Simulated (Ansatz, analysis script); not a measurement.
# Energy of spin spirals in CrBr2

Spirals are solved in the crystal's own cell at each q. What do they say of the order in CrBr2?

Method: PBEsol, PAW set soft_1 (files made for PBE), in Ansatz 0.2.0.

## 1. Set-up

Symmetry: C2/m, No. 12, monoclinic system. Conventional cell: a = 7.489 Å, b = 3.662 Å, c = 6.507 Å, α = 90.00°, β = 96.41°, γ = 90.00°. Cr has 6 Br at 2.55 to 3.20 Å nearest. Nearest to Br lie 3 Cr at 2.55 to 3.20 Å. Farther neighbours and most contacts between anions are not listed.

The cell comes from the Materials Project, a database of computed structures, and the real compound, where it exists, may take another one.

## 2. The collinear state

A collinear run comes first: it shows whether moments survive, and how large they are.

Contents of input.yaml:

```yaml
crystal:
  lattice:
    - [3.744669, -1.831055, 0.0]
    - [3.744669, 1.831055, 0.0]
    - [-0.726847, 0.0, 6.465946]
  atoms:
    - { symbol: Cr, position: [0.0, 0.0, 0.0], spin: 3.0 }
    - { symbol: Br, position: [0.645774, 0.645774, 0.233228] }
    - { symbol: Br, position: [0.354226, 0.354226, 0.766772] }
magnetization:
  spin_polarized: true
kpoints:
  mp_grid: { grid: [8, 8, 4] }
hamiltonian:
  xc: pbesol
  pseudopotentials: { kind: paw, azcp: { folder: soft_1 }, xc_functional: pbe }
scf:
  occupations: { method: fermi_dirac, width: 0.05 }
  max_iter: 120
  convergence: { dr2_threshold: 1.0e-08 }
  lower_state_search: "off"
output:
  write_density: true
  write_potential: true
  elf: true
  volumetric_format: npy
```

Command:

```bash
$ ansatz run input.yaml --threads 1 --pin off --max-ram 2048MiB --backend cpu --events-out ev --progress --plain --runs-dir out
```

Numbers of over 12 decimals in the logs are rounded to 6 here.

Log:

```text
Engine: ansatz 0.2.0, aarch64-unknown-linux-gnu
Pseudopotentials: kind: paw
Pseudopotential: Cr, paw, valence charge 14, recommended cutoff 420 eV (normal), soft_1/Cr.paw.azcp
Pseudopotential: Br, paw, valence charge 7, recommended cutoff 420 eV (normal), soft_1/Br.paw.azcp
Functional definition: PBEsol
  exchange = pbesol_x
  correlation = pbesol_c
Crystal: 3 atoms, lattice volume = 88.670 Å³
Basis set: ecut = 420 eV, 1723 PW (Γ)
Bands: 20, of which v1, the nominal top of the filled ones, is band 14 counted from 1 (13 counted from 0)
Symmetry: 4 space group operations
Space group: C2/m (ITA 12), of the structure as read, at distance tolerance 4.5e-5 Å
Magnetic group: BNS 12.58 (UNI 65), of the structure as read, at distance tolerance 4.5e-5 Å
k-points: 78 of 256
Non-local potential: Cr, projectors of the file, l = 0: 3, l = 1: 2, l = 2: 3, l = 3: 1
Non-local potential: Br, projectors of the file, l = 0: 2, l = 1: 2, l = 2: 2
PAW form: soft (Blöchl's): semilocal exchange-correlation on the pseudo side does not see the compensation charge
PAW frozen core: Cr, regenerated for the run's functional, and the local potential with it (the file was generated under x = pbe(κ = 0.804, μ = 0.219515), c = pbe(β = 0.066725))
PAW frozen core: Br, regenerated for the run's functional, and the local potential with it (the file was generated under x = pbe(κ = 0.804, μ = 0.219515), c = pbe(β = 0.066725))
PAW one-centre angular grid: Cr, 590 points (default); XC on 64 Gauss nodes
PAW one-centre angular grid: Br, 110 points (default); XC on 64 Gauss nodes
Initial density: superposition of atomic densities (chi_scale 0.1, normalization cell, long waves kept (reshape's long-wave potential 0.18 eV rms))
Starting moments: Σ|m| = 3 μB on 1 of 3 sites
Initial wavefunctions: pseudopotential atomic-orbital guess
Functional: x = pbesol(κ = 0.804, μ = 0.123457), c = pbesol(β = 0.046)
SCF iter   1: F=—  HF=-8825.211345 eV  |F-HF|=—  |Δ(HF+E_count)|=         —  Δρ=8.60e-2 (↑8.60e-2 ↓2.19e-2)  dr2=1.39e1  dr2_m=1.60e0  M=3.960 μB ∫|m|=4.111 μB  β_m=0.30  ethr=3.10e-3  ⟨swp⟩=6.1  Hψ=14426  notcnv=0
preconditioner: auto → Kerker (q_TF=auto, 2.251 Å⁻¹)  [metal: Δε(μ)=0.023 eV  Ē_g=8.327 eV  σ=0.050 eV  W_gap=0.12  n_scr=22 (ndim 8)  ℏωp=17.6 eV  f_vac=0.078  D(μ)=0.67/eV (n_scr^D=2)]
spin=Collinear: Kerker preconditioning applied to the charge; magnetization (m = ρ↑ − ρ↓) channel mixes plain (no charge-response kernel on spin).
SCF iter   2: F=—  HF=-8823.832706 eV  |F-HF|=—  |Δ(HF+E_count)|=    1.38e0  Δρ=3.44e-2 (↑3.44e-2 ↓2.97e-2)  dr2=1.58e0  dr2_m=6.93e-1  M=4.000 μB ∫|m|=4.145 μB  β_m=0.30  ethr=3.10e-3  ⟨swp⟩=3.0  Hψ=8367  notcnv=0
Mixer restart at iter 2: flushing history
preconditioner: auto → Resta (q_TF=auto, 2.251 Å⁻¹)  ε∞=4.9  [insulator: Δε(μ)=0.423 eV  Ē_g=8.938 eV  σ=0.050 eV  W_gap=0.97  n_scr=22 (ndim 8)  ℏωp=17.6 eV  f_vac=0.062  D(μ)=0.03/eV (n_scr^D=0)  ε∞_Penn≈4.9]
spin=Collinear: Resta preconditioning applied to the charge; magnetization (m = ρ↑ − ρ↓) channel mixes plain (no charge-response kernel on spin).
spin-set hold released at iteration 2 (the charge has settled, or the pull on large starting moments outlasts its swing): the magnetisation degrees of freedom join the quasi-Newton model from the next iteration; the mixer history was flushed
SCF iter   3: F=—  HF=-8823.728796 eV  |F-HF|=—  |Δ(HF+E_count)|=   1.04e-1  Δρ=2.38e-2 (↑2.38e-2 ↓2.24e-2)  dr2=6.60e-1  dr2_m=3.58e-1  M=4.000 μB ∫|m|=4.157 μB  β_m=0.64  ethr=3.10e-3  ⟨swp⟩=2.1  Hψ=4608  notcnv=0
SCF iter   4: F=—  HF=-8823.740368 eV  |F-HF|=—  |Δ(HF+E_count)|=   1.16e-2  Δρ=8.17e-3 (↑8.17e-3 ↓1.45e-3)  dr2=8.45e-2  dr2_m=1.28e-2  M=4.000 μB ∫|m|=4.221 μB  β_m=0.61  ethr=2.36e-3  ⟨swp⟩=2.6  Hψ=5943  notcnv=0  defer=8
SCF iter   5: F=—  HF=-8823.725755 eV  |F-HF|=—  |Δ(HF+E_count)|=   1.46e-2  Δρ=2.57e-3 (↑2.57e-3 ↓1.30e-3)  dr2=1.46e-2  dr2_m=6.02e-4  M=4.000 μB ∫|m|=4.205 μB  β_m=0.59  ethr=3.02e-4  ⟨swp⟩=2.3  Hψ=5968  notcnv=0  defer=67
SCF iter   6: F=—  HF=-8823.725261 eV  |F-HF|=—  |Δ(HF+E_count)|=   4.94e-4  Δρ=6.59e-4 (↑6.59e-4 ↓5.43e-4)  dr2=2.18e-3  dr2_m=2.27e-5  M=4.000 μB ∫|m|=4.210 μB  β_m=0.79  ethr=5.23e-5  ⟨swp⟩=2.0  Hψ=4147  notcnv=0  defer=72
SCF iter   7: F=—  HF=-8823.726693 eV  |F-HF|=—  |Δ(HF+E_count)|=   1.43e-3  Δρ=1.49e-4 (↑1.21e-4 ↓1.49e-4)  dr2=1.28e-4  dr2_m=2.10e-6  M=4.000 μB ∫|m|=4.213 μB  β_m=0.90  ethr=7.78e-6  ⟨swp⟩=2.0  Hψ=4861  notcnv=0  defer=72
SCF iter   8: F=—  HF=-8823.726873 eV  |F-HF|=—  |Δ(HF+E_count)|=   1.80e-4  Δρ=3.32e-5 (↑2.72e-5 ↓3.32e-5)  dr2=2.66e-6  dr2_m=4.40e-7  M=4.000 μB ∫|m|=4.213 μB  β_m=0.95  ethr=4.56e-7  ⟨swp⟩=2.0  Hψ=4336  notcnv=0  defer=72
SCF iter   9: F=—  HF=-8823.726888 eV  |F-HF|=—  |Δ(HF+E_count)|=   1.52e-5  Δρ=1.99e-5 (↑1.99e-5 ↓6.87e-6)  dr2=7.29e-7  dr2_m=5.09e-8  M=4.000 μB ∫|m|=4.213 μB  β_m=0.97  ethr=9.50e-9  ⟨swp⟩=2.0  Hψ=4606  notcnv=0  defer=72
SCF iter  10: F=—  HF=-8823.726889 eV  |F-HF|=—  |Δ(HF+E_count)|=   1.04e-6  Δρ=4.81e-6 (↑4.81e-6 ↓1.74e-6)  dr2=3.52e-8  dr2_m=4.70e-9  M=4.000 μB ∫|m|=4.213 μB  β_m=0.99  ethr=2.60e-9  ⟨swp⟩=2.1  Hψ=4370  notcnv=0  defer=72
iter 11 met the thresholds in force, and the SCF goes on: an eigenvalue changes by 0.46 meV, over its tolerance of 0.16 meV (output.eigenvalues, Limitations)
SCF iter  11: F=-8823.726889 eV  HF=-8823.726889 eV  |F-HF|=2.38e-9  |Δ(HF+E_count)|=   7.20e-8  Δρ=1.74e-6 (↑1.74e-6 ↓8.96e-7)  dr2=8.10e-9  dr2_m=1.86e-10  M=4.000 μB ∫|m|=4.213 μB  β_m=0.99  ethr=3.57e-11  ⟨swp⟩=5.8  Hψ=10032  notcnv=0
SCF iter  12: F=-8823.726889 eV  HF=-8823.726889 eV  |F-HF|=1.55e-10  |Δ(HF+E_count)|=   3.08e-9  Δρ=2.74e-7 (↑2.74e-7 ↓1.47e-7)  dr2=1.51e-10  dr2_m=8.48e-12  M=4.000 μB ∫|m|=4.213 μB  ethr=2.89e-11  ⟨swp⟩=1.0  Hψ=7998  notcnv=0
SCF 1 converged in 12 iterations: F = -8823.726889 eV  dr2 = 1.51e-10
  greatest PAW one-centre occupation: 1.000 electrons in one spin orbital (limit 2), on the Cr atom at site 0 (counted from 0), in its partial waves of l = 0
SCF converged after 12 iterations
an eigenvalue changed by more than its tolerance at an iteration that met the thresholds in force, so the SCF went on 1 time: the last check found none over its tolerance
Magnetization: 4.0000 μB (16.0000 up, 12.0000 down)
Absolute magnetization: 4.2102 μB (∫|ρ↑−ρ↓|, with the PAW one-centre terms)
Spin contamination: 0.0386 ħ² per cell (⟨S²⟩ above its minimum at these occupations)
Per-site moments (μB) at R_I (Å): [(3.500165, 1.049847), (-0.020554, 1.049847), (-0.020554, 1.049847)]
Free energy (F): -8823.726889 eV
Harris-Foulkes:  -8823.726889 eV  (|F-HF|=1.55e-10)
Internal energy: -8823.726322 eV  (E = F + TS)
E sigma→0 (E₀):  -8823.726605 eV
Entropy (-TS):   -0.000567 eV (-0.189 meV/atom)
Fermi energy:    4.820592 eV
--- Per-component energies (eV) ---
  E_band       = -374.834681
  E_kinetic    = 561.263312
  E_local      = -3041.806230  (includes V_loc(G=0)·N_el)
  E_nonlocal   = 156.669744
  E_hartree    = 1299.463743
  E_xc         = -500.624613
  E_vxc        = -359.470038  (∫ρ·V_xc dr)
  E_paw        = -5735.701357  (= ΣΔE_a)
  E_vpaw       = -290.420382  (= ΣTr[D̂ρ^β])
  E_aug_tail   = 0.000852  (compensation charges beyond the density's cutoff)
  E_ewald      = -1563.336315
  E_core_change = 0.344542  (= ΣΔE_core)
  E_smearing   = -0.000567  (= −TS)
  E_closure    = 0.000000  (closes the sum)
  Σ components = -8823.726889   (vs F -8823.726889, Δ=0.00e0)
--- Band table (eV; the first three rows and the last of 156) ---
  k-point 0 ↑: bands = [... 10 lower, 2.1971, 2.2804, 3.0880, 3.5340, 3.6496, 4.4730, 5.5673, 7.0567, ... 2 higher]
  k-point 1 ↑: bands = [... 10 lower, 2.1640, 2.1692, 3.1238, 3.5334, 3.6549, 4.5126, 5.6072, 7.6123, ... 2 higher]
  k-point 2 ↑: bands = [... 10 lower, 2.1331, 2.1370, 3.1383, 3.5328, 3.6585, 4.5447, 5.6470, 8.2492, ... 2 higher]
  k-point 77 ↓: bands = [... 10 lower, 1.8525, 1.9062, 5.9938, 7.1540, 7.4162, 7.4712, 7.8117, 9.1599, ... 2 higher]
```

It took 21 s on 1 thread of Arm Neoverse V2, shared host; peak memory 0.45 GiB.

In the SCF lines HF is the Harris–Foulkes energy and dr2 the Hartree energy of the density residual, in eV; the loop may stop once dr2 is under the threshold and the program's other checks hold. Hψ counts applications of the Hamiltonian.

Spin moment in the atom's sphere by atom:

| atom | spin moment in the atom's sphere (μB) |
| --- | --- |
| Cr1 | 3.50 |
| Br2 | -0.02 |
| Br3 | -0.02 |

Tables count atoms from 1; parts of the log count from 0.

The run ends ferromagnetic, with a net moment of 4 μB a cell. With one Cr atom carrying the moment, parallel order of its images is forced by the cell, not found.

Spin density in the ac plane of the conventional cell at fractional y = 0.000, with atoms of Cr and Br within 0.2 Å of it.

Values in e/Å³, 10 rows by 16 columns, each cell a mean:
```
2.3 0.7 0.1 0.0 0.0 0.0 0.0 0.0 0.0 0.0 0.0 0.0 0.0 0.1 0.5 1.9
0.2 0.1 0.0 0.0 0.0 0.0 0.0 0.0 0.0 0.0 0.0 0.0 0.0 0.0 0.1 0.2
0.0 0.0 0.0 0.0 0.0 0.0 0.0 0.0 0.0 0.0 0.0 0.0 0.0 0.0 0.0 0.0
0.0 0.0 0.0 0.0 0.0 0.0 0.0 0.0 0.0 0.0 0.0 0.0 0.0 0.0 0.0 0.0
0.0 0.0 0.0 0.0 0.0 0.0 0.0 0.0 0.0 0.0 0.0 0.0 0.0 0.0 0.0 0.0
0.0 0.0 0.0 0.0 0.0 0.0 0.0 0.0 0.0 0.0 0.0 0.0 0.0 0.0 0.0 0.0
0.0 0.0 0.0 0.0 0.0 0.0 0.0 0.0 0.0 0.0 0.0 0.0 0.0 0.0 0.0 0.0
0.0 0.0 0.0 0.0 0.0 0.0 0.0 0.0 0.0 0.0 0.0 0.0 0.0 0.0 0.0 0.0
0.4 0.2 0.1 0.0 0.0 0.0 0.0 0.0 0.0 0.0 0.0 0.0 0.0 0.0 0.1 0.3
3.3 1.1 0.2 0.0 0.0 0.0 0.0 0.0 0.0 0.0 0.0 0.0 0.0 0.1 0.5 2.4
```
Columns run along a (7.5 Å), rows up along c (6.5 Å), edges of the conventional cell, whose origin can differ from the input's. Atoms in or near the plane, at fractional coordinates: Cr at (0.00, 0.00), Br at (0.65, 0.23), Br at (0.35, 0.77).

Valence density in the ac plane of the conventional cell at fractional y = 0.000, with atoms of Cr and Br within 0.2 Å of it. It is the smooth field of the valence electrons, not physical close to the nuclei.

Ten steps, logarithmic in the rise over the least value, from '_' (0 e/Å³) to '@' (19 e/Å³), each cell a mean:
```
@@##--........::::........________..::**%%
**==::....::--------::..__________....==**
::........--======--::..__________......::
..____..::----..::==--..____________......
______..::==--..--==::..__________________
______..::--======--::..__________________
________..::------::..____________________
__________..........______________________
__________________________________________
__________________________......__________
______________________..::::::::..________
____________________..::--====--::..______
____________________..--==----==--..______
__....____________..::----__::==--..______
........__________..::--==----==::........
==--::..__________....----==----::....::--
%%**--..__________....::::::::::......==##
@@%%==..______..................__..::**@@
```
Columns run along a (7.5 Å), rows up along c (6.5 Å), edges of the conventional cell, whose origin can differ from the input's. Atoms in or near the plane, at fractional coordinates: Cr at (0.00, 0.00), Br at (0.65, 0.23), Br at (0.35, 0.77).

ELF in the ac plane of the conventional cell at fractional y = 0.000, with atoms of Cr and Br within 0.2 Å of it. It is the smooth field of the valence electrons, not physical close to the nuclei.

Ten even steps from '_' (0.00) to '@' (0.89), each cell a mean:
```
%%**--....--**##**++::........____..::**%%
**==::..--##@@@@%%%%**--..________....==**
::::..::##@@@@**##%%%%++..________......::
......==%%@@**..::%%@@**::__________......
____..++@@@@++..--%%@@**::________________
____..++%%@@@@##@@@@%%++..________________
____..==##@@@@@@@@@@##--__________________
______..==##%%%%%%**--____________________
________..::======::____........__________
______________________::++####++--..______
____________________--##@@@@@@@@##==..____
__________________::##@@@@@@@@@@@@**::____
__________________==%%@@%%++++@@@@##--____
......__________..==%%@@++__::%%@@##::____
........________..==##@@**::++@@@@**::....
==--....__________::**%%%%%%@@@@##--..::--
##**--..__________..--**##%%%%##==..::==**
@@##==........::::....::==++==--....::++%%
```
Columns run along a (7.5 Å), rows up along c (6.5 Å), edges of the conventional cell, whose origin can differ from the input's. Atoms in or near the plane, at fractional coordinates: Cr at (0.00, 0.00), Br at (0.65, 0.23), Br at (0.35, 0.77).

Each spiral starts from these moments, tilted 90° from the rotation axis z (a flat spiral); sizes are free, while the program holds flat spirals in their plane. Spin–orbit coupling is switched off, so the energy does not depend on how the axis lies in the crystal. The folder named start holds the saved collinear state, from which each run begins.

## 3. q = (0, 0, 0)

The reference is the same input at q = 0, so that basis and exchange-correlation form match those at other q. Every q is chosen so that q/2 is a mesh vector: every spiral then samples the k-points of q = 0, and much mesh noise cancels.

input.yaml, the sections that differ from step 2:

```yaml
crystal:
  lattice:
    - [3.744669, -1.831055, 0.0]
    - [3.744669, 1.831055, 0.0]
    - [-0.726847, 0.0, 6.465946]
  atoms:
    - { symbol: Cr, position: [0.0, 0.0, 0.0], spin: 3.5, spin_axis: [1.0, 0.0, 0.0] }
    - { symbol: Br, position: [0.645774, 0.645774, 0.233228] }
    - { symbol: Br, position: [0.354226, 0.354226, 0.766772] }
basis:
  ecutwfc: 420.0
magnetization:
  noncollinear: true
  spin_spiral: { q: [0.0, 0.0, 0.0] }
checkpoint:
  read: start
# kpoints, hamiltonian, scf: as in step 2
# output: removed
```

Log:

```text
Warning: checkpoint.read: spin treatment differs: saved collinear, current noncollinear; the saved charge density seeds this run and the saved magnetisation is carried along the axis that this deck's starting moments share; the saved density holds an absolute magnetisation of 4.2e0 μB; saved orbitals and DFT+U occupations are not carried; the saved PAW projector densities are carried along that axis
Warning: checkpoint.read: magnetization.spin_spiral differs: saved none, current q = [0, 0, 0]; the saved state is no spin spiral's: the SCF starts from none of its orbitals and from its density, each atom's moment turned about z as a whole to its place on this deck's spiral. A spiral's own state at q: [0, 0, 0] serves better
[...]
Crystal: 3 atoms, lattice volume = 88.670 Å³
Basis set: ecut = 420 eV, 1723 PW (Γ)
Bands: 36, of which v1, the nominal top of the filled ones, is band 28 counted from 1 (27 counted from 0)
Symmetry: 4 space group operations
k-points: 78 of 256
Spin spiral: q = (0, 0, 0) of the reciprocal vectors; moments are told in the frame that turns with it, a site's in that at the site
[...]
Starting moments: Σ|m| = 3.5 μB on 1 of 3 sites; this step starts from the density that it was given
[...]
iter 1 solved again at ethr=2.50e-7 eV; its pass at ethr=3.10e-3 eV (dr2=7.00e-5 eV) is discarded
SCF iter   1: F=—  HF=-8823.726912 eV  |F-HF|=—  |Δ(HF+E_count)|=         —  Δρ=7.68e-7  dr2=4.33e-10  dr2_m=1.17e-11  ethr=2.50e-7  |M|=4.00e0 ∫|m|=4.21e0 μB  |m|>n=0.0e0 m-floor=0.0e0 τ_xc=3.8e-15 mc-row=0.0e0  β_m=0.30  ⟨swp⟩=3.1  Hψ=18621  notcnv=0
eigensolver tolerance schedule: the retry pair's looser diagonalisation over-reported the residual by 161410.29 of it (diagonalisation noise at an unbounded share of the residual, at the tolerance the schedule requests for it); recorded, not acted on — ethr = c·dr2/N_el stays at c = 1.0e-1
[...]
spin=Noncollinear: Resta preconditioning applied to the charge; magnetization (m_x, m_y, m_z) channels mix plain (no charge-response kernel on spin).
SCF iter   2: F=—  HF=-8823.726889 eV  |F-HF|=—  |Δ(HF+E_count)|=   2.27e-5  Δρ=2.66e-7  dr2=8.12e-11  dr2_m=1.83e-12  ethr=1.55e-12  |M|=4.00e0 ∫|m|=4.21e0 μB  |m|>n=0.0e0 m-floor=0.0e0 τ_xc=6.2e-9 mc-row=0.0e0  β_m=0.30  ⟨swp⟩=4.4  Hψ=9184  notcnv=0
SCF iter   3: F=-8823.726889 eV  HF=-8823.726889 eV  |F-HF|=1.06e-10  |Δ(HF+E_count)|=  5.64e-11  Δρ=2.02e-7  dr2=4.70e-11  dr2_m=9.47e-13  ethr=1.00e-12  |M|=4.00e0 ∫|m|=4.21e0 μB  |m|>n=0.0e0 m-floor=0.0e0 τ_xc=2.5e-9 mc-row=0.0e0  ⟨swp⟩=1.0  Hψ=5975  notcnv=0
SCF 1 converged in 3 iterations: F = -8823.726889 eV  dr2 = 4.70e-11
[...]
SCF converged after 3 iterations
Magnetization: |M| = 4.0000 μB,  M = (+4.0000, +0.0000, +0.0000) μB
Absolute magnetization: 4.2102 μB (∫|m|, with the PAW one-centre terms)
  site 0: m = (+3.5002, +0.0000, +0.0000) μB, |m| = 3.5002 μB  (R = 1.05 Å)
  site 1: m = (-0.0206, +0.0000, +0.0000) μB, |m| = 0.0206 μB  (R = 1.05 Å)
  site 2: m = (-0.0206, +0.0000, +0.0000) μB, |m| = 0.0206 μB  (R = 1.05 Å)
Free energy (F): -8823.726889 eV
[...]
Internal energy: -8823.726322 eV  (E = F + TS)
E sigma→0 (E₀):  -8823.726605 eV
Entropy (-TS):   -0.000567 eV (-0.189 meV/atom)
Fermi energy:    4.820584 eV
[...]
```

It took 39 s on 1 thread; peak memory 0.64 GiB.

The largest moment is 3.50 μB, against 3.50 μB in the collinear run.

[end of part 1 of 2]

[Logs and program files are shortened in this print: banners, set-up blocks, solver, clock and traceback lines can be left out without a mark of their own.]

[Logs are printed without paths, hosts, clocks, repeated set-up lines and the standing remarks that a program may print on its own settings, such as how far it seeks lower states.]

[Hosts, paths, dates, database ids (printed as entryN), source tags and the programs' standing remarks are cut or masked in the printed files.]
